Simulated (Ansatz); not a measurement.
**Tc of AlRu (Pm-3m) from its phonons**

Wanted: λ, ω_log and Tc of AlRu (Pm-3m). The cell shown first is a relaxed one, from steps not shown here.

Method: DFT PBE, scalar-relativistic, plane waves, PAW; PAW set soft_1, in Ansatz 0.2.0.

## (1) The cell after earlier relaxation steps

The structure is cubic, space group Pm-3m (No. 221). Conventional cell: a = 3.004 Å, b = 3.004 Å, c = 3.004 Å, α = 90.00°, β = 90.00°, γ = 90.00°. Nearest to Al lie 8 Ru at 2.60 Å. Nearest to Ru lie 8 Al at 2.60 Å. Farther neighbours are not listed.

## (2) Electron–phonon run: q 3×3×3, k 9×9×9, scattering 16×16×16

The run that gives the couplings also evaluates McMillan's and Allen and Dynes's formulas and, where asked, the Eliashberg equations, over a range of μ*.

The input, input.yaml:

```yaml
crystal:
  lattice:
    - [3.0038346712, 0.0, 0.0]
    - [0.0, 3.0038346712, 0.0]
    - [0.0, 0.0, 3.0038346712]
  atoms:
    - { symbol: Al, position: [0.0, 0.0, 0.0] }
    - { symbol: Ru, position: [0.5, 0.5, 0.5] }
kpoints:
  mp_grid: { grid: [9, 9, 9] }
hamiltonian:
  xc: pbe
  pseudopotentials: { kind: paw, azcp: { folder: soft_1 } }
scf:
  occupations: { method: methfessel_paxton, width: 0.2 }
output:
  eigenvalues: true
phonons:
  method: dfpt
  qmesh: [3, 3, 3]
  temperatures: { t_max: 1000, t_step: 50 }
  qpath:
    path:
      - [[0.0, 0.0, 0.0], [0.0, 0.5, 0.0], [0.5, 0.5, 0.0], [0.0, 0.0, 0.0], [0.5, 0.5, 0.5], [0.0, 0.5, 0.0]]
      - [[0.5, 0.5, 0.5], [0.5, 0.5, 0.0]]
    npoints: 6
  electrical_resistivity:
    mesh: [16, 16, 16]
    temperatures: [20.0, 50.0, 80.0, 100.0, 150.0, 200.0, 273.0, 300.0, 400.0, 500.0, 600.0, 800.0]
  superconductivity: { mesh: [16, 16, 16] }
```

Launch:

```
$ ansatz run input.yaml --threads 16 --pin off --max-ram 92160MiB --backend cuda --events-out ev --progress --plain --runs-dir out --max-vram 78GiB
```

Numbers of over 12 decimals in the logs are rounded to 6 here.

Output:

```text
Engine: ansatz 0.2.0, aarch64-unknown-linux-gnu
Pseudopotentials: kind: paw
Pseudopotential: Al, paw, valence charge 3, recommended cutoff 420 eV (normal), soft_1/Al.paw.azcp
Pseudopotential: Ru, paw, valence charge 16, recommended cutoff 420 eV (normal), soft_1/Ru.paw.azcp
Functional definition: PBE
  parameter kappa = 0.804
  parameter beta = 0.066725
  exchange = pbe_x(kappa = kappa, mu = beta*pi^2/3)
  correlation = pbe_c(beta = beta)
[...]
Crystal: 2 atoms, lattice volume = 27.104 Å³
Basis set: ecut = 420 eV, 515 PW (Γ), exchange–correlation on 48×48×48 points (8 copies of the dense FFT grid, shifted against one another)
Bands: 14, of which v1, the nominal top of the filled ones, is band 10 counted from 1 (9 counted from 0)
Symmetry: 48 space group operations
k-points: 35 of 729
Non-local potential: Al, projectors of the file, l = 0: 2, l = 1: 2, l = 2: 1
Non-local potential: Ru, projectors of the file, l = 0: 3, l = 1: 2, l = 2: 2, l = 3: 1
PAW form: soft (Blöchl's): semilocal exchange-correlation on the pseudo side does not see the compensation charge
PAW one-centre angular grid: Al, 110 points (default); XC on 64 Gauss nodes
PAW one-centre angular grid: Ru, 590 points (default); XC on 64 Gauss nodes
Initial density: superposition of atomic densities (chi_scale 0.1, normalization cell, long waves kept (reshape's long-wave potential 0.00 eV rms))
Initial wavefunctions: pseudopotential atomic-orbital guess
[...]
Functional: x = pbe(κ = 0.804, μ = 0.219515), c = pbe(β = 0.066725)
SCF iter   1: F=—  HF=-6418.421483 eV  |F-HF|=—  |Δ(HF+E_count)|=         —  Δρ=1.10e-1  dr2=3.94e0  ethr=3.10e-3  ⟨swp⟩=4.1  Hψ=2303  notcnv=0
preconditioner: auto → none  [metal: Δε(μ)=0.094 eV  Ē_g=8.661 eV  σ=0.200 eV  W_gap=0.37  n_scr=6 (ndim 8)  ℏωp=23.7 eV  f_vac=0.000  D(μ)=0.93/eV (n_scr^D=6)  sad-step TF]
SCF iter   2: F=—  HF=-6417.833165 eV  |F-HF|=—  |Δ(HF+E_count)|=   5.88e-1  S|Δr|=    0.00e0  Δρ=6.49e-2  dr2=1.44e0  ethr=3.10e-3  ⟨swp⟩=2.9  Hψ=1147  notcnv=0
[...]
SCF iter   8: F=-6417.510281 eV  HF=-6417.510281 eV  |F-HF|=0.00e0  |Δ(HF+E_count)|=  3.55e-11  S|Δr|=    0.00e0  Δρ=1.05e-7  dr2=1.46e-12  ethr=1.00e-12  ⟨swp⟩=5.1  Hψ=2056  notcnv=0
SCF 1 converged in 8 iterations: F = -6417.510281 eV  dr2 = 1.46e-12
  greatest PAW one-centre occupation: 1.000 electrons in one spin orbital (limit 2), on the Ru atom at site 1 (counted from 0), in its partial waves of l = 0
phonons: the bands overlap, so this run is a metal and interpolates without the dipole-dipole term. If the crystal is really an insulator or semiconductor, its LO-TO splitting is missing
[...]
NSCF: frozen V_eff on 35 k-points, pencils in batches of 32, up to order 56
[...]
NSCF: frozen V_eff on 35 k-points
[...]
DFPT response loops at q = (0, 0, 0) (fractional): preconditioner auto → Kerker (q_TF=auto, 2.571 Å⁻¹) (partly filled bands, converged f_vac=0.000); β = 1.00, the filter's whole step (`scf.mixing.beta` (0.50) is not read by the response loops under this deck's `scf.mixing.preconditioner`; to damp them name `kerker` or `kerker_dos`, under which they read `scf.mixing.beta`, and type it under 1.00, their step now; both keys bind the ground state too); Anderson in place of MSR1; while a model of the screening serves, it and β = 1 on shorter waves in the place of filter and β
[...]
NSCF: frozen V_eff on 35 k-points
[...]
DFPT response loops at q = (0, 0, 0.333333) (fractional): mixed as the last ones told, above
[...]
DFPT response loops at q = (0, 0.333333, 0.333333) (fractional): mixed as the last ones told, above
[...]
DFPT response loops at q = (0.333333, 0.333333, 0.333333) (fractional): mixed as the last ones told, above
[...]
SCF iter   1: F=—  HF=-6418.421483 eV  |F-HF|=—  |Δ(HF+E_count)|=         —  Δρ=1.10e-1  dr2=3.94e0  ethr=3.10e-3  ⟨swp⟩=4.1  Hψ=2303  notcnv=0
SCF iter   2: F=—  HF=-6417.833165 eV  |F-HF|=—  |Δ(HF+E_count)|=   5.88e-1  S|Δr|=    0.00e0  Δρ=6.49e-2  dr2=1.44e0  ethr=3.10e-3  ⟨swp⟩=2.9  Hψ=1147  notcnv=0
SCF iter   3: F=—  HF=-6417.509878 eV  |F-HF|=—  |Δ(HF+E_count)|=   3.23e-1  S|Δr|=    0.00e0  Δρ=3.26e-3  dr2=1.91e-3  ethr=3.10e-3  ⟨swp⟩=2.1  Hψ=824  notcnv=0
[...]
SCF 2 converged in 8 iterations: F = -6417.510281 eV  dr2 = 1.44e-12
[...]
SCF converged after 8 iterations
[...]
mean free path at 50 K (of a tensor a third of its trace): 264 nm by what each carries, 216 by the Fermi surface alone
  Hall coefficient in a weak field at 50 K (a third of the trace): 1.433e-10 m³/C (as a tensor it moves by 3.9 % between the two finest meshes); by each state's relaxation time: 1.427e-10 m³/C; by a constant relaxation time: 1.204e-10 m³/C
  mean free path at 80 K (of a tensor a third of its trace): 66.4 nm by what each carries, 58.2 by the Fermi surface alone
  Hall coefficient in a weak field at 80 K (a third of the trace): 1.413e-10 m³/C (as a tensor it moves by 4.2 % between the two finest meshes); by each state's relaxation time: 1.397e-10 m³/C; by a constant relaxation time: 1.202e-10 m³/C
  mean free path at 100 K (of a tensor a third of its trace): 41.2 nm by what each carries, 36.9 by the Fermi surface alone
  Hall coefficient in a weak field at 100 K (a third of the trace): 1.400e-10 m³/C (as a tensor it moves by 4.5 % between the two finest meshes); by each state's relaxation time: 1.375e-10 m³/C; by a constant relaxation time: 1.201e-10 m³/C
  mean free path at 150 K (of a tensor a third of its trace): 20.7 nm by what each carries, 19.0 by the Fermi surface alone
  Hall coefficient in a weak field at 150 K (a third of the trace): 1.379e-10 m³/C (as a tensor it moves by 4.8 % between the two finest meshes); by each state's relaxation time: 1.347e-10 m³/C; by a constant relaxation time: 1.199e-10 m³/C
  mean free path at 200 K (of a tensor a third of its trace): 13.9 nm by what each carries, 12.9 by the Fermi surface alone
  Hall coefficient in a weak field at 200 K (a third of the trace): 1.367e-10 m³/C (as a tensor it moves by 5.0 % between the two finest meshes); by each state's relaxation time: 1.337e-10 m³/C; by a constant relaxation time: 1.197e-10 m³/C
  mean free path at 273 K (of a tensor a third of its trace): 9.55 nm by what each carries, 8.90 by the Fermi surface alone
  Hall coefficient in a weak field at 273 K (a third of the trace): 1.361e-10 m³/C (as a tensor it moves by 4.9 % between the two finest meshes); by each state's relaxation time: 1.333e-10 m³/C; by a constant relaxation time: 1.195e-10 m³/C
  mean free path at 300 K (of a tensor a third of its trace): 8.57 nm by what each carries, 7.99 by the Fermi surface alone
  Hall coefficient in a weak field at 300 K (a third of the trace): 1.360e-10 m³/C (as a tensor it moves by 4.9 % between the two finest meshes); by each state's relaxation time: 1.332e-10 m³/C; by a constant relaxation time: 1.194e-10 m³/C
  mean free path at 400 K (of a tensor a third of its trace): 6.25 nm by what each carries, 5.83 by the Fermi surface alone
  Hall coefficient in a weak field at 400 K (a third of the trace): 1.361e-10 m³/C (as a tensor it moves by 4.7 % between the two finest meshes); by each state's relaxation time: 1.334e-10 m³/C; by a constant relaxation time: 1.193e-10 m³/C
  mean free path at 500 K (of a tensor a third of its trace): 4.95 nm by what each carries, 4.61 by the Fermi surface alone
  Hall coefficient in a weak field at 500 K (a third of the trace): 1.365e-10 m³/C (as a tensor it moves by 4.5 % between the two finest meshes); by each state's relaxation time: 1.340e-10 m³/C; by a constant relaxation time: 1.192e-10 m³/C
  mean free path at 600 K (of a tensor a third of its trace): 4.12 nm by what each carries, 3.81 by the Fermi surface alone
  Hall coefficient in a weak field at 600 K (a third of the trace): 1.376e-10 m³/C (as a tensor it moves by 4.4 % between the two finest meshes); by each state's relaxation time: 1.352e-10 m³/C; by a constant relaxation time: 1.193e-10 m³/C
  mean free path at 800 K (of a tensor a third of its trace): 3.18 nm by what each carries, 2.85 by the Fermi surface alone
  Hall coefficient in a weak field at 800 K (a third of the trace): 1.429e-10 m³/C (as a tensor it moves by 4.7 % between the two finest meshes); by each state's relaxation time: 1.415e-10 m³/C; by a constant relaxation time: 1.195e-10 m³/C
  the resistivity times a path that all electrons share, by the Fermi surface of the deck's mesh alone (a third of the trace): 5.800e-16 Ω·m²
  not converged in the mesh (λ; λ_tr; the resistivity at 50 K by 6.71 %; the resistivity at 80 K by 7.38 %; the resistivity at 100 K by 7.52 %; the resistivity at 150 K by 7.51 %; the resistivity at 200 K by 7.29 %; the resistivity at 273 K by 6.85 %; the resistivity at 300 K by 6.67 %; the resistivity at 400 K by 6.10 %; the resistivity at 500 K by 5.67 %; the resistivity at 600 K by 5.44 %; the resistivity at 800 K [...]
  vibrations of 27 cells: unjudged by the run; compare a larger repeat
  the changes of the potential over all sites missed a rigid shift's by 0.00 % (the site terms' by 0.12 %)
  at the force constants' own smearing the fine mesh and the k-points of their solves give squared frequencies that differ by 10.6 % of the larger at the most, at (0, 0.3333, 0.3333)
--- Superconductivity: potentials and phonons of a 3×3×3 supercell ---
           mesh         λ    ħω_log (meV)  μ* declared at (meV)
       16×16×16    0.3512          18.652               21.611
          8×8×8    0.3909          18.829               21.660
          4×4×4    0.1269          20.367               23.100
  λ by the species' shares of the modes' patterns: Al 0.0905, Ru 0.2607
  with the Fermi level up to 43.0 meV (the hardest mode) off, states and modes as they are: density of states 0.8180 to 0.8493 /eV of one spin and cell, λ 0.3445 to 0.3627
  transition temperature on the deck's mesh (K), isotropic and anisotropic, restricted to the Fermi surface (FSR) and over the full bandwidth (FBW), and the last with the density of states resolved in a narrower window:
        μ*   McMillan   Allen–Dynes      iso. FSR      iso. FBW    aniso. FSR    aniso. FBW  narrow window
      0.08      0.710         0.720         0.665         0.664         0.840         0.838          0.838
      0.10      0.394         0.399         0.361         0.361         0.495         0.494          0.494
      0.12      0.190         0.193         0.172         0.173         0.265         0.266          0.265
      0.13      0.124         0.125         0.112         0.112         0.186         0.187          0.186
      0.14      0.076         0.076    none_found    none_found         0.127         0.127          0.127
      0.16      0.023         0.023    none_found    none_found    none_found    none_found     none_found
      0.20      0.000         0.000    none_found    none_found    none_found    none_found     none_found
  none_found: no transition down to 0.1 K
  isotope coefficients −∂ln Tc/∂ln M under μ* = 0.13, the force constants as they are, of the isotropic transitions restricted to the Fermi surface and over the full bandwidth: Al -0.049 and -0.050, Ru 0.164 and 0.163
  gaps at the Fermi level over the full bandwidth under μ* = 0.1, 0.123 K: 0.043 to 0.119 meV
  gaps at the Fermi level over the full bandwidth under μ* = 0.13, 0.047 K: 0.014 to 0.047 meV
  not converged in the mesh (λ, the transition temperature): between neighbouring meshes, the two finest first, λ moves by 11.32 % and 67.54 % and the anisotropic transition temperature over the full bandwidth at μ* = 0.13 by 133.68 % and 288.57 %; converged means that the two finest part by at most 2.00 % and 5.00 %
  vibrations of 27 cells: unjudged by the run; compare a larger repeat
  the changes of the potential over all sites missed a rigid shift's by 0.00 % (the site terms' by 0.12 %)
  at the force constants' own smearing the fine mesh and the k-points of their solves give squared frequencies that differ by 10.6 % of the larger at the most, at (0, 0.3333, 0.3333)
```

It took 21 s on 1 × NVIDIA GB200 with 16 threads of Arm Neoverse V2, shared host; peak memory 1.9 GiB.

This step gave:

```
volume per atom                                                                : 13.55 Å³/atom
metallic on mesh                                                               : yes
gap on the k-mesh                                                              : 0 eV
zero-point energy                                                              : 0.08476 eV/cell
share of imaginary modes in the plain interpolation between solved wavevectors : 0
highest frequency, solved or plainly interpolated                              : 343.7 cm⁻¹
Debye temperature (second moment)                                              : 454 K
resistivity at 300 K                                                           : 7.254 μΩ cm
coupling constant λ                                                            : 0.3512
density of states at the Fermi level                                           : 0.8263 states/eV a spin and cell
log mean phonon energy ħω_log                                                  : 18.65 meV
transport coupling constant λ_tr                                               : 0.3808, 0.3808, 0.3808 (xx, yy, zz)
Drude plasma energy                                                            : 7.51, 7.51, 7.51 eV (xx, yy, zz)
resistivity times mean free path                                               : 5.8, 5.8, 5.8 × 10⁻¹⁶ Ω m² (xx, yy, zz)
second-moment phonon energy ħω₂                                                : 21.61 meV
coupling λ by branch                                                           : 0.155, 0.0922, 0.0542, 0.0166, 0.0143, 0.0186 (branches by rank of frequency)
```

An empty cell: under 1 mK by a formula, or no transition down to the floor of the Eliashberg search. Transition temperatures:

```
  μ*  McMillan Tc (K)  Allen–Dynes Tc (K)  isotropic Fermi-surface Tc (K)  isotropic full bandwidth Tc (K)  anisotropic Fermi-surface Tc (K)  anisotropic full bandwidth Tc (K)  anisotropic narrow window Tc (K)
0.08             0.71                0.72                           0.665                            0.664                              0.84                              0.838                             0.838
 0.1            0.394               0.399                           0.361                            0.361                             0.495                              0.494                             0.494
0.12             0.19               0.193                           0.172                            0.173                             0.265                              0.266                             0.265
0.13            0.124               0.125                           0.112                            0.112                             0.186                              0.187                             0.186
0.14           0.0756              0.0764                               -                                -                             0.127                              0.127                             0.127
0.16           0.0225              0.0227                               -                                -                                 -                                  -                                 -
 0.2                -                   -                               -                                -                                 -                                  -                                 -
```

(Part 1 of 2 ends here.)

[Logs are printed without paths, hosts, clocks, repeated set-up lines and the standing remarks that a program may print on its own settings, such as how far it seeks lower states.]

[Hosts, paths, dates, database ids (printed as entryN), source tags and the programs' standing remarks are cut or masked in the printed files.]
